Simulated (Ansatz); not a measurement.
# SrInSn (built on the sites of a database entry of SrAlGe): following an unstable mode

Wanted: the energy along a soft mode of SrInSn (built on the sites of a database entry of SrAlGe) and the structure at the end.

Program: Ansatz 0.2.0. Level of theory: DFT PBE+D3(BJ), scalar-relativistic, plane waves, PAW. Results are calculated unless marked as measured.

The structure was built from a prototype and need not be the compound's stable phase.

### 1. Set-up

The structure is hexagonal, space group P-6m2 (No. 187). Conventional cell: a = 4.827 Å, b = 4.827 Å, c = 4.650 Å, α = 90.00°, β = 90.00°, γ = 120.00°. Nearest to Sr lie 6 Sn at 3.63 Å and 6 In at 3.63 Å. In has 3 Sn at 2.79 Å and 6 Sr at 3.63 Å nearest. Nearest to Sn lie 3 In at 2.79 Å and 6 Sr at 3.63 Å. Farther neighbours are not listed.

### 2. Phonons on a q mesh

The cell comes from relaxations at this level that are not shown. Stability and thermal properties need the whole zone. Linear response on a 2×2×2 q mesh gives force constants as far as a supercell of that size would.

Input file input.yaml:

```yaml
crystal:
  lattice:
    - [4.8274933998, 0.0, 0.0]
    - [-2.4137466999, 4.1807319208, 0.0]
    - [0.0, 0.0, 4.6501985837]
  atoms:
    - { symbol: Sr, position: [0.0, 0.0, 0.0] }
    - { symbol: In, position: [0.6666666667, 0.3333333333, 0.5] }
    - { symbol: Sn, position: [0.3333333333, 0.6666666667, 0.5] }
kpoints:
  mp_grid: { grid: [10, 10, 8] }
hamiltonian:
  xc: pbe
  dispersion: d3bj
scf:
  occupations: { method: methfessel_paxton, width: 0.15 }
output:
  eigenvalues: true
phonons:
  method: dfpt
  qmesh: [2, 2, 2]
  temperatures: { t_max: 1000, t_step: 50 }
  qpath:
    path:
      - [[0.0, 0.0, 0.0], [0.5, 0.0, 0.0], [0.33333333, 0.33333333, 0.0], [0.0, 0.0, 0.0], [0.0, 0.0, 0.5], [0.5, 0.0, 0.5], [0.33333333, 0.33333333, 0.5], [0.0, 0.0, 0.5]]
      - [[0.5, 0.0, 0.5], [0.5, 0.0, 0.0]]
      - [[0.33333333, 0.33333333, 0.5], [0.33333333, 0.33333333, 0.0]]
    npoints: 10
```

Started as:

```bash
$ ansatz run input.yaml --threads 8 --pin off --max-ram 14336MiB --backend cpu --events-out ev --progress --plain --runs-dir out
```

Numbers of over 12 decimals in the logs are rounded to 6 here.

The log of the run:

```text
Engine: ansatz 0.2.0, aarch64-unknown-linux-gnu
Pseudopotentials: kind: paw
Pseudopotential: Sr, paw, valence charge 10, recommended cutoff 420 eV (normal), Sr.paw.azcp
Pseudopotential: In, paw, valence charge 13, recommended cutoff 420 eV (normal), In.paw.azcp
Pseudopotential: Sn, paw, valence charge 14, recommended cutoff 420 eV (normal), Sn.paw.azcp
Functional definition: PBE
  parameter kappa = 0.804
  parameter beta = 0.066725
  exchange = pbe_x(kappa = kappa, mu = beta*pi^2/3)
  correlation = pbe_c(beta = beta)
Crystal: 3 atoms, lattice volume = 93.852 Å³
Basis set: ecut = 420 eV, 1803 PW (Γ), exchange–correlation on 72×72×64 points (8 copies of the dense FFT grid, shifted against one another)
Bands: 23, of which v1, the nominal top of the filled ones, is band 19 counted from 1 (18 counted from 0)
Symmetry: 12 space group operations
k-points: 70 of 800 (time reversal used)
Non-local potential: Sr, projectors of the file, l = 0: 3, l = 1: 2, l = 2: 2
Non-local potential: In, projectors of the file, l = 0: 2, l = 1: 2, l = 2: 2, l = 3: 2
Non-local potential: Sn, projectors of the file, l = 0: 2, l = 1: 2, l = 2: 2, l = 3: 2
PAW form: soft (Blöchl's): semilocal exchange-correlation on the pseudo side does not see the compensation charge
PAW one-centre angular grid: Sr, 110 points (default); XC on 64 Gauss nodes
PAW one-centre angular grid: In, 590 points (default); XC on 64 Gauss nodes
PAW one-centre angular grid: Sn, 590 points (default); XC on 64 Gauss nodes
Initial density: superposition of atomic densities (neutral atoms: chi_scale 0, normalization atom), corrected by the library's trained network
Initial wavefunctions: pseudopotential atomic-orbital guess
Functional: x = pbe(κ = 0.804, μ = 0.219515), c = pbe(β = 0.066725)
SCF iter   1: F=—  HF=-15168.447947 eV  |F-HF|=—  |Δ(HF+E_count)|=         —  Δρ=2.84e-3  dr2=2.86e-2  ethr=1.77e-3  ⟨swp⟩=8.0  Hψ=9075  notcnv=0
preconditioner: auto → Kerker (q_TF=auto, 2.336 Å⁻¹)  [metal: Δε(μ)=0.059 eV  Ē_g=16.835 eV  σ=0.150 eV  W_gap=0.32  n_scr=20 (ndim 8)  ℏωp=22.7 eV  f_vac=0.000  D(μ)=1.48/eV (n_scr^D=8)]
SCF iter   2: F=—  HF=-15168.443033 eV  |F-HF|=—  |Δ(HF+E_count)|=   4.91e-3  S|Δr|=    0.00e0  Δρ=2.07e-3  dr2=1.71e-2  ethr=7.73e-5  ⟨swp⟩=1.7  Hψ=2304  notcnv=0
SCF iter   3: F=—  HF=-15168.437748 eV  |F-HF|=—  |Δ(HF+E_count)|=   5.29e-3  S|Δr|=    0.00e0  Δρ=7.24e-4  dr2=1.41e-3  ethr=4.63e-5  ⟨swp⟩=2.0  Hψ=1918  notcnv=0
SCF iter   4: F=—  HF=-15168.437277 eV  |F-HF|=—  |Δ(HF+E_count)|=   4.71e-4  S|Δr|=    0.00e0  Δρ=3.94e-4  dr2=2.45e-4  ethr=3.80e-6  ⟨swp⟩=2.1  Hψ=2030  notcnv=0
SCF iter   5: F=—  HF=-15168.437245 eV  |F-HF|=—  |Δ(HF+E_count)|=   3.26e-5  S|Δr|=    0.00e0  Δρ=1.27e-4  dr2=3.22e-5  ethr=6.63e-7  ⟨swp⟩=2.7  Hψ=2903  notcnv=0
SCF iter   6: F=—  HF=-15168.437249 eV  |F-HF|=—  |Δ(HF+E_count)|=   4.06e-6  S|Δr|=    0.00e0  Δρ=4.26e-5  dr2=3.24e-6  ethr=8.69e-8  ⟨swp⟩=3.0  Hψ=2923  notcnv=0
SCF iter   7: F=—  HF=-15168.437251 eV  |F-HF|=—  |Δ(HF+E_count)|=   2.21e-6  S|Δr|=    0.00e0  Δρ=1.11e-5  dr2=2.59e-7  ethr=8.76e-9  ⟨swp⟩=2.0  Hψ=2267  notcnv=0
SCF iter   8: F=—  HF=-15168.437251 eV  |F-HF|=—  |Δ(HF+E_count)|=   2.60e-8  S|Δr|=    0.00e0  Δρ=5.80e-6  dr2=6.79e-8  ethr=7.00e-10  ⟨swp⟩=2.9  Hψ=2883  notcnv=0
SCF iter   9: F=—  HF=-15168.437251 eV  |F-HF|=—  |Δ(HF+E_count)|=   1.80e-8  S|Δr|=    0.00e0  Δρ=1.61e-6  dr2=5.16e-9  ethr=1.84e-10  ⟨swp⟩=2.0  Hψ=2263  notcnv=0
SCF iter  10: F=—  HF=-15168.437251 eV  |F-HF|=—  |Δ(HF+E_count)|=   1.63e-9  S|Δr|=    0.00e0  Δρ=3.43e-7  dr2=8.51e-11  ethr=1.39e-11  ⟨swp⟩=2.0  Hψ=2847  notcnv=0
SCF iter  11: F=-15168.437251 eV  HF=-15168.437251 eV  |F-HF|=0.00e0  |Δ(HF+E_count)|=  2.91e-11  S|Δr|=    0.00e0  Δρ=7.08e-8  dr2=5.26e-12  ethr=1.00e-12  ⟨swp⟩=7.6  Hψ=8161  notcnv=0
the search or the solves at the SCF's close seem to have found levels that the self-consistency loop had missed (the run counts 1). By its estimate they hold under 1e-12 electrons; where the run keeps them, the occupations were computed again with them
SCF 1 converged in 11 iterations: F = -15168.437251 eV  dr2 = 5.26e-12
  greatest PAW one-centre occupation: 0.990 electrons in one spin orbital (limit 2), on the Sn atom at site 2 (counted from 0), in its partial waves of l = 2
phonons: the bands overlap, so this run is a metal and interpolates without the dipole-dipole term. If the crystal is really an insulator or semiconductor, its LO-TO splitting is missing
NSCF: frozen V_eff on 70 k-points
WARN: eigensolver did not converge in 2 slots of this pass, the one above among them; of largest residual over every band (k=5): 1 band(s) unlocked (lowest unlocked band 22, counted from 0; max residual 1.07e-5 eV among the unlocked bands, 1.07e-5 eV over every band); of lowest unlocked band (k=5): band 22
NSCF: frozen V_eff on 155 k-points
DFPT response loops at q = (0, 0, 0) (fractional): preconditioner auto → Kerker (q_TF=auto, 2.336 Å⁻¹) (partly filled bands, converged f_vac=0.000); β = 1.00, the filter's whole step (`scf.mixing.beta` (0.50) is not read by the response loops under this deck's `scf.mixing.preconditioner`; to damp them name `kerker` or `kerker_dos`, under which they read `scf.mixing.beta`, and type it under 1.00, their step now; both keys bind the ground state too); Broyden in place of MSR1
NSCF: frozen V_eff on 310 k-points
DFPT response loops at q = (0, 0, -0.5) (fractional): mixed as the last ones told, above
NSCF: frozen V_eff on 310 k-points
DFPT response loops at q = (0, -0.5, 0) (fractional): mixed as the last ones told, above
NSCF: frozen V_eff on 310 k-points
DFPT response loops at q = (0, -0.5, -0.5) (fractional): mixed as the last ones told, above
SCF converged after 11 iterations
Stability not checked: this state was not tested for a lower state beside it, because cold or Methfessel-Paxton smearing, or corrected tetrahedra, fill the levels in a way that the test cannot read (fill_not_monotonic; see scf.lower_state_search)
Free energy (F): -15168.437251 eV
Harris-Foulkes:  -15168.437251 eV  (|F-HF|=0.00e0)
Internal energy: -15168.436069 eV  (E = F + TS)
E sigma→0 (E₀):  -15168.436955 eV
Entropy (-TS):   -0.001182 eV (-0.394 meV/atom)
Fermi energy:    9.074963 eV
--- Per-component energies (eV) ---
  E_band       = -241.330756
  E_kinetic    = 675.830282
  E_local      = -3008.257193  (includes V_loc(G=0)·N_el)
  E_nonlocal   = 535.456820
  E_hartree    = 1307.198825
  E_xc         = -771.318307
  E_vxc        = -357.857859  (∫ρ·V_xc dr)
  E_paw        = -10986.679695  (= ΣΔE_a)
  E_vpaw       = -700.900570  (= ΣTr[D̂ρ^β])
  E_aug_tail   = 0.000024  (compensation charges beyond the density's cutoff)
  E_ewald      = -2919.713428
  E_disp       = -0.953397  (pairwise vdW)
  E_smearing   = -0.001182  (= −TS)
  E_closure    = -0.000000  (closes the sum)
  Σ components = -15168.437251   (vs F -15168.437251, Δ=0.00e0)
--- Band table (eV; the first three rows and the last of 70) ---
  k-point 0: bands = [... 15 lower, 7.7706, 7.7706, 7.8770, 8.1643, 9.6774, 11.3904, 11.3904, 12.0902]
  k-point 1: bands = [... 15 lower, 7.3652, 7.8467, 7.8467, 7.9896, 10.3206, 10.9974, 10.9974, 12.5907]
  k-point 2: bands = [... 15 lower, 6.3092, 8.0524, 8.0524, 8.1639, 10.4784, 10.4784, 11.2186, 12.4280]
  k-point 69: bands = [... 15 lower, 3.0589, 5.9578, 7.3599, 8.0639, 11.1646, 11.6369, 12.5005, 13.6025]
--- Phonons (Γ-DFPT): 6 representative perturbations + reference (Σ response iterations 18) ---
  ASR residual: 2.666e-4 → 0.000e0 eV/Å²; symmetrization residual: 6.376e-5 eV/Å²
  pairwise dispersion correction: d3bj (s6 = 1.0, s8 = 0.7875, a1 = 0.4289, a2_bohr = 4.4407), with the weights of each atom's references fixed at the reference crystal's, and the forces and stress that the weights' published response gives there kept as a pressure on the atom's counted neighbours (hamiltonian.dispersion)
  ASR residual per site (eV/Å²): 2.67e-4 5.10e-5 6.26e-5
  Γ frequencies (cm⁻¹): -66.53 0.00 0.00 0.00 97.28 97.28 108.67 185.47 185.47
--- Phonons (arbitrary-q DFPT): 4 irreducible q on the 2×2×2 mesh ---
  q = [0.0000, 0.0000, 0.0000] (star 1, of the zone-centre solve; hermiticity 1.60e-5, symmetrization 7.97e-12): -66.53 -0.00 -0.00 0.00 97.28 97.28 108.67 185.47 185.47
  q = [0.0000, 0.0000, -0.5000] (star 1, 6 solved perturbations in 675 linear systems a pass and spin channel, the states on 155 of 800 k-point pairs; hermiticity 1.40e-5, symmetrization 2.24e-8): -67.26 52.20 52.20 61.99 84.35 84.35 108.04 185.92 185.92
  q = [0.0000, -0.5000, 0.0000] (star 3, 9 solved perturbations on 155 of 800 k-point pairs; hermiticity 1.46e-5, symmetrization 1.46e-13): -48.28 35.38 40.38 74.22 83.15 102.01 123.43 154.48 185.07
  q = [0.0000, -0.5000, -0.5000] (star 3, 9 solved perturbations on 155 of 800 k-point pairs; hermiticity 1.49e-5, symmetrization 1.14e-8): -58.56 22.56 46.94 83.66 85.86 98.01 119.14 160.29 182.31
  sum rule: each row above includes the acoustic sum rule's correction from the zone centre's row sums; it moved no ω² by more than (0.91 cm⁻¹)²
  mesh force constants: q→R imaginary residual 1.76e-17; ASR residual 2.666e-4 → 0.000e0 eV/Å²; symmetrization residual 8.882e-15 eV/Å²
  interpolated dispersion: 93 rows × 9 modes
  density of states and harmonic sums: on the 16×16×14 q-mesh, interpolated from the force constants of a 2×2×2 supercell (no non-analytic term)
  largest difference from the sums on the solved wave vectors: F 1.02e-1 eV, S 1.34e-4 and C_V 3.18e-5 eV/K
  zero-point energy: 0.049259 eV/cell   skipped modes (ω ≤ 0): 245, of them read as no rigid motion or as one in doubt: 242 (1.005e0 modes/cell left out, lowest -67.26 cm⁻¹)   left out of the sums: 1.12e-1 of the cell's modes: C_V's classical limit lies that fraction below 3 k_B per atom; for a crystal, a wire or a layer, F and S can be off by more, and a phonons.interpolated_qmesh denser along its periods is the remedy for the sampling
```

Run time: 1.9 min. Hardware: 8 threads of Arm Neoverse V2, shared host; peak memory 1.3 GiB; 15 min of CPU time.

Numbers from this step:

* volume per atom: 31.28 Å³
* gap on the k-mesh: 0 eV
* sum-rule residual before enforcement: 2.67e-4 eV/Å²
* lowest frequency on the path: -67.26 cm⁻¹
* point group: -6m2
* highest frequency on the path or at a solved wavevector: 186.7 cm⁻¹
* highest optical mode at the zone centre (no LO-TO term): 185.5 cm⁻¹
* lowest optical zone-centre mode: -66.53 cm⁻¹
* lowest mode on the q mesh (acoustic modes at Γ apart): -67.26 cm⁻¹

Frequencies (cm⁻¹) solved at each irreducible wavevector; negative means imaginary. Frequencies by wavevector, by row:

| q in reciprocal lattice units | star | mode 1 | mode 2 | mode 3 | mode 4 | mode 5 | mode 6 | mode 7 | mode 8 | mode 9 |
| --- | --- | --- | --- | --- | --- | --- | --- | --- | --- | --- |
| 0 0 0 | 1 | -66.5 | 0 | 0 | 0 | 97.3 | 97.3 | 108.7 | 185.5 | 185.5 |
| 0 0 -0.5 | 1 | -67.3 | 52.2 | 52.2 | 62 | 84.3 | 84.3 | 108 | 185.9 | 185.9 |
| 0 -0.5 0 | 3 | -48.3 | 35.4 | 40.4 | 74.2 | 83.2 | 102 | 123.4 | 154.5 | 185.1 |
| 0 -0.5 -0.5 | 3 | -58.6 | 22.6 | 46.9 | 83.7 | 85.9 | 98 | 119.1 | 160.3 | 182.3 |

Interpolated from a 2×2×2 q mesh. Phonon branches along the path, in cm⁻¹:

| point | branch 1 | branch 2 | branch 3 | branch 4 | branch 5 | branch 6 | branch 7 | branch 8 | branch 9 |
| --- | --- | --- | --- | --- | --- | --- | --- | --- | --- |
| Γ | -66 | 0 | 0 | 0 | 97 | 97 | 109 | 186 | 186 |
| halfway | -59 | 25 | 30 | 70 | 90 | 91 | 106 | 176 | 185 |
| M | -48 | 35 | 40 | 74 | 83 | 102 | 123 | 154 | 185 |
| halfway | -42 | 30 | 48 | 75 | 81 | 102 | 127 | 151 | 185 |
| K | -30 | 16 | 54 | 75 | 79 | 101 | 137 | 141 | 184 |
| halfway | -56 | 27 | 35 | 77 | 87 | 92 | 105 | 173 | 185 |
| Γ | -66 | 0 | 0 | 0 | 97 | 97 | 109 | 186 | 186 |
| halfway | -67 | 34 | 34 | 43 | 92 | 92 | 109 | 186 | 186 |
| A | -67 | 52 | 52 | 62 | 84 | 84 | 108 | 186 | 186 |
| halfway | -65 | 47 | 50 | 73 | 84 | 86 | 114 | 175 | 184 |
| L | -59 | 23 | 47 | 84 | 86 | 98 | 119 | 160 | 182 |
| halfway | -56 | 16 | 51 | 84 | 85 | 100 | 123 | 152 | 185 |
| H | -54 | -8 | 54 | 84 | 85 | 102 | 135 | 136 | 187 |
| halfway | -64 | 43 | 51 | 78 | 84 | 86 | 116 | 171 | 185 |
| A | -67 | 52 | 52 | 62 | 84 | 84 | 108 | 186 | 186 |
| jump to L | -59 | 23 | 47 | 84 | 86 | 98 | 119 | 160 | 182 |
| halfway | -53 | 28 | 44 | 80 | 83 | 100 | 121 | 158 | 184 |
| M | -48 | 35 | 40 | 74 | 83 | 102 | 123 | 154 | 185 |
| jump to H | -54 | -8 | 54 | 84 | 85 | 102 | 135 | 136 | 187 |
| halfway | -44 | 8 | 54 | 80 | 81 | 102 | 136 | 138 | 185 |
| K | -30 | 16 | 54 | 75 | 79 | 101 | 137 | 141 | 184 |

The phonon branches as a text plot (rows in cm⁻¹):

```
    181 |********************************************************
    171 |   **         *             **         *
    160 |     **      *                ***     *     *****
    150 |       *** **                    **  *           *
    139 |          *                        **             ******
    128 |       *** *                      ****           *
    118 |      *     *               ******    ***   *****
    107 |*******      ***************             ***
     97 |***    ****** * ******        *********     ************
     86 |   ******    ***      *******************************
     76 |   ************             *          **     ****   ***
     65 |               *        ** *             ***
     54 |  *      ****   *     *******    ***********      ******
     44 |     ****    *        **    *****      **   ******
     33 | * ******    *** *   *       **                ***
     23 |  **     * ** ***   **         ***   **     ***
     12 |**        *      * *              *                  ***
      1 |*                 *                 *               *
     -9 |                                   *              **
    -20 |
    -30 |          **                                          **
    -41 |        **  *                                        *
    -51 |    ****     **                   ****       ********
    -62 |****           *******************    *******
         Γ     M   K       Γ     A      L   H      A|L   M|H    K
```

Symmetry leaves 4 wavevectors to solve. The lowest mode among them, the acoustic zeros apart, lies at q = (0, 0, -0.5) and is imaginary, 67.3i cm⁻¹, so the energy falls along it.

### 3. The mode frozen in, largest atomic shift 0 Å

The mode followed lies at Γ with frequency 66.5i cm⁻¹, one of the unstable modes though not the softest. At small amplitude the distorted cell has space group no. 156 by a symmetry search on the positions. The undistorted cell that holds it gives the zero of energy on the same k mesh.

input.yaml, the sections that differ from step 2:

```yaml
output:
  forces: true
  stress: true
  eigenvalues: true
# crystal, kpoints, hamiltonian, scf: as in step 2
# phonons: removed
```

The log of the run:

```text
[...]
Crystal: 3 atoms, lattice volume = 93.852 Å³
Basis set: ecut = 420 eV, 1803 PW (Γ), exchange–correlation on 72×72×64 points (8 copies of the dense FFT grid, shifted against one another)
Bands: 23, of which v1, the nominal top of the filled ones, is band 19 counted from 1 (18 counted from 0)
Symmetry: 12 space group operations
[...]
k-points: 70 of 800 (time reversal used)
[...]
--- Band table (eV; the first three rows and the last of 70) ---
  k-point 0: bands = [... 15 lower, 7.7705, 7.7705, 7.8768, 8.1642, 9.6774, 11.3904, 11.3904, 12.0902]
  k-point 1: bands = [... 15 lower, 7.3652, 7.8466, 7.8466, 7.9895, 10.3206, 10.9974, 10.9974, 12.5907]
  k-point 2: bands = [... 15 lower, 6.3092, 8.0524, 8.0524, 8.1637, 10.4784, 10.4784, 11.2186, 12.4281]
  k-point 69: bands = [... 15 lower, 3.0588, 5.9578, 7.3599, 8.0639, 11.1646, 11.6369, 12.5005, 13.6026]
[key lines of the parts left out:]
SCF converged after 8 iterations
Free energy (F): -15168.437251 eV
Fermi energy:    9.074929 eV
P = ⅓ Tr σ = -0.0003 GPa (-0.003 kbar)
```

Elapsed: 2 s, on 8 threads; peak memory 0.49 GiB.

This step gave:

```
pressure                         : -3.16e-4 GPa
energy from the undistorted cell : 0 meV/atom
```

The run ends at a pressure of 0.00 GPa.

### 4. The mode frozen in, largest atomic shift 0.45 Å

The atoms are moved along the unstable eigenvector, the largest shift by 0.45 Å, with the cell fixed.

input.yaml, the sections that differ from step 3:

```yaml
crystal:
  lattice:
    - [4.8274933998, 0.0, 0.0]
    - [-2.4137466999, 4.1807319208, 0.0]
    - [0.0, 0.0, 4.6501985837]
  atoms:
    - { symbol: Sr, position: [0.0, 0.0, -0.0062141447] }
    - { symbol: In, position: [0.6666666667, 0.3333333333, 0.5967700609] }
    - { symbol: Sn, position: [0.3333333333, 0.6666666667, 0.4109892891] }
# kpoints, hamiltonian, scf, output: as in step 3
```

The log of the run:

```text
[...]
Crystal: 3 atoms, lattice volume = 93.852 Å³
Basis set: ecut = 420 eV, 1803 PW (Γ), exchange–correlation on 72×72×64 points (8 copies of the dense FFT grid, shifted against one another)
Bands: 23, of which v1, the nominal top of the filled ones, is band 19 counted from 1 (18 counted from 0)
Symmetry: 6 space group operations
[...]
k-points: 94 of 800 (time reversal used)
[...]
--- Band table (eV; the first three rows and the last of 94) ---
  k-point 0: bands = [... 15 lower, 6.7829, 7.8857, 7.8857, 8.8649, 9.7035, 11.4255, 11.4255, 11.9809]
  k-point 1: bands = [... 15 lower, 6.3846, 7.9764, 7.9764, 8.6821, 10.2667, 11.0370, 11.0370, 12.3211]
  k-point 2: bands = [... 15 lower, 5.5513, 8.2317, 8.2317, 8.7364, 10.4930, 10.4930, 11.0786, 12.3349]
  k-point 93: bands = [... 15 lower, 3.3755, 6.4398, 7.0136, 7.6431, 10.5896, 11.7194, 12.4652, 13.5099]
[key lines of the parts left out:]
SCF converged after 7 iterations
Free energy (F): -15168.587892 eV
Fermi energy:    8.966186 eV
P = ⅓ Tr σ = -0.3464 GPa (-3.464 kbar)
```

Elapsed: 2.6 s, on 8 threads; peak memory 0.52 GiB.

Numbers from this step:

```yaml
pressure: -0.3464 GPa
energy_from_the_undistorted_cell: -50.19 meV/atom
```

The energy, extrapolated to zero smearing, is -50.19 meV/atom against the undistorted cell.

The run ends at a pressure of -0.35 GPa, with forces up to 0.087 eV/Å.

### 5. Energy along the mode, all amplitudes (two of the runs are shown above)

An imaginary frequency means negative curvature, so the energy should fall and then rise again as anharmonic terms take over.

Numbers from this step:

* depth at the lowest point sampled: 50.19 meV/atom
* largest atomic shift at that point: 0.45 Å

Energy from the parent against largest atomic shift:

| largest atomic shift (Å) | energy from the parent (meV/atom) |
| --- | --- |
| 0.000 | 0 |
| 0.040 | -0.948 |
| 0.080 | -3.77 |
| 0.140 | -11.1 |
| 0.220 | -24.2 |
| 0.320 | -40.6 |
| 0.450 | -50.2 |
| 0.600 | -16.1 |

Displacement at unit largest shift by atom:

| atom | x (Å) | y (Å) | z (Å) | size |
| --- | --- | --- | --- | --- |
| Sr1 | 0.00 | 0.00 | -0.06 | 0.06 |
| In2 | 0.00 | 0.00 | 1.00 | 1.00 |
| Sn3 | 0.00 | 0.00 | -0.92 | 0.92 |

The lowest of the steps tried is at 0.45 Å, 50.2 meV/atom below the parent; the bottom of the well need not coincide with a step.

(Continued in part 2 of 3.)

[Logs are printed without paths, hosts, clocks, repeated set-up lines and the standing remarks that a program may print on its own settings, such as how far it seeks lower states.]

[Hosts, paths, dates, database ids (printed as entryN), source tags and the programs' standing remarks are cut or masked in the printed files.]
